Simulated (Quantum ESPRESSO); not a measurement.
## RbFeCl3: parallel moments in the primitive cell

Wanted: the size of the moments of RbFeCl3 in the parallel state.

Method: LDA; plane waves with GBRV 1.5 LDA potentials, no spin-orbit coupling, in Quantum ESPRESSO 7.5.

### 1. The starting structure

The structure is cubic, space group Pm-3m (No. 221). Conventional cell: a = 4.930 Å, b = 4.930 Å, c = 4.930 Å, α = 90.00°, β = 90.00°, γ = 90.00°. Nearest to Rb lie 12 Cl at 3.49 Å. Nearest to Fe lie 6 Cl at 2.47 Å. Nearest to Cl lie 2 Fe at 2.47 Å and 4 Rb at 3.49 Å. Farther neighbours and most contacts between anions are not listed.

The cell comes from Materials Project 2023-11-01, a database of computed structures, and need not be the stable phase.

### 2. Run 1, typed as ferro +

The signs are those of the starting moments on the seeded atoms, the atoms that are given a moment.

Contents of pw.in:

```
&CONTROL
  calculation = 'scf'
  prefix = 'pwscf'
  outdir = './tmp'
  pseudo_dir = './pseudo'
  disk_io = 'nowf'
/
&SYSTEM
  ibrav = 0
  nat = 5
  ntyp = 3
  ecutwfc = 40
  ecutrho = 280
  nbnd = 34
  occupations = 'smearing'
  smearing = 'fd'
  degauss = 0.00999582
  nspin = 2
  starting_magnetization(1) = 0
  starting_magnetization(2) = 0.25
  starting_magnetization(3) = 0
/
&ELECTRONS
  conv_thr = 1d-08
  electron_maxstep = 150
  mixing_beta = 0.3
/
ATOMIC_SPECIES
Rb     85.4678 rb_lda_v1.uspp.F.UPF
Fe     55.8450 fe_lda_v1.5.uspp.F.UPF
Cl     35.4500 cl_lda_v1.4.uspp.F.UPF
CELL_PARAMETERS angstrom
   4.9301221900    0.0000000000    0.0000000000
   0.0000000000    4.9301221900    0.0000000000
   0.0000000000    0.0000000000    4.9301221900
ATOMIC_POSITIONS crystal
Rb      0.5000000000    0.5000000000    0.5000000000
Fe      0.0000000000    0.0000000000    0.0000000000
Cl      0.5000000000    0.0000000000    0.0000000000
Cl      0.0000000000    0.5000000000    0.0000000000
Cl      0.0000000000    0.0000000000    0.5000000000
K_POINTS automatic
4 4 4 0 0 0
```

On the command line:

```
> OMP_NUM_THREADS=1 mpirun -n 2 pw.x -nk 2 -in pw.in > pw.out
```

The next run changes these lines of the input before it:

```diff
@@ -13,3 +13,3 @@
   ecutrho = 280
-  nbnd = 34
+  nbnd = 32
   occupations = 'smearing'
@@ -17,6 +17,2 @@
   degauss = 0.00999582
-  nspin = 2
-  starting_magnetization(1) = 0
-  starting_magnetization(2) = 0.25
-  starting_magnetization(3) = 0
 /
```

The next run changes these lines of the input before it:

```diff
@@ -5,3 +5,3 @@
   pseudo_dir = './pseudo'
-  disk_io = 'nowf'
+  disk_io = 'low'
 /
@@ -9,2 +9,3 @@
   ibrav = 0
+  celldm(1) = 8
   nat = 5
@@ -13,3 +14,3 @@
   ecutrho = 280
-  nbnd = 32
+  nbnd = 38
   occupations = 'smearing'
@@ -17,2 +18,6 @@
   degauss = 0.00999582
+  nspin = 2
+  starting_magnetization(1) = 0
+  starting_magnetization(2) = 0.25
+  starting_magnetization(3) = 0
 /
@@ -27,6 +32,6 @@
 Cl     35.4500 cl_lda_v1.4.uspp.F.UPF
-CELL_PARAMETERS angstrom
-   4.9301221900    0.0000000000    0.0000000000
-   0.0000000000    4.9301221900    0.0000000000
-   0.0000000000    0.0000000000    4.9301221900
+CELL_PARAMETERS alat
+   1.1645725875050    0.0000000000000    0.0000000000000
+   0.0000000000000    1.1645725875050    0.0000000000000
+   0.0000000000000    0.0000000000000    1.1645725875050
 ATOMIC_POSITIONS crystal
```

projwfc.x projects the saved states on orthogonalised atomic orbitals of the pseudopotential files.

Q: Predict the largest site moment.

The largest moment reads 3.42 μB in the sphere and 3.64 μB by Löwdin projection; a site moment hangs on how space is shared out. No opposed start was run, so this says nothing of the order that the crystal takes. Energies are free energies at an electronic temperature of 1580 K, which lowers moments and differences where the moments are itinerant.

* state found: ferromagnetic (from ferro +)
* largest site moment: 3.42 μB
* state without moments: 1173 meV a seeded atom higher

No Hubbard term acts here. In such compounds local and semilocal functionals without one often delocalise the d electrons, and can shrink or lose moments and miss the size, sign and order of the couplings. The smearing term is large for its width, so states at the Fermi level are partly filled: at this level the cell is a metal or has a gap of a few widths at most.

[Logs and program files are shortened in this print: banners, set-up blocks, solver, clock and traceback lines can be left out without a mark of their own.]

[Logs are printed without paths, hosts, clocks, repeated set-up lines and the standing remarks that a program may print on its own settings, such as how far it seeks lower states.]

[Hosts, paths, dates, database ids (printed as entryN), source tags and the programs' standing remarks are cut or masked in the printed files.]

[Where a cell is said to come from a database of computed structures, the database is the Materials Project.]
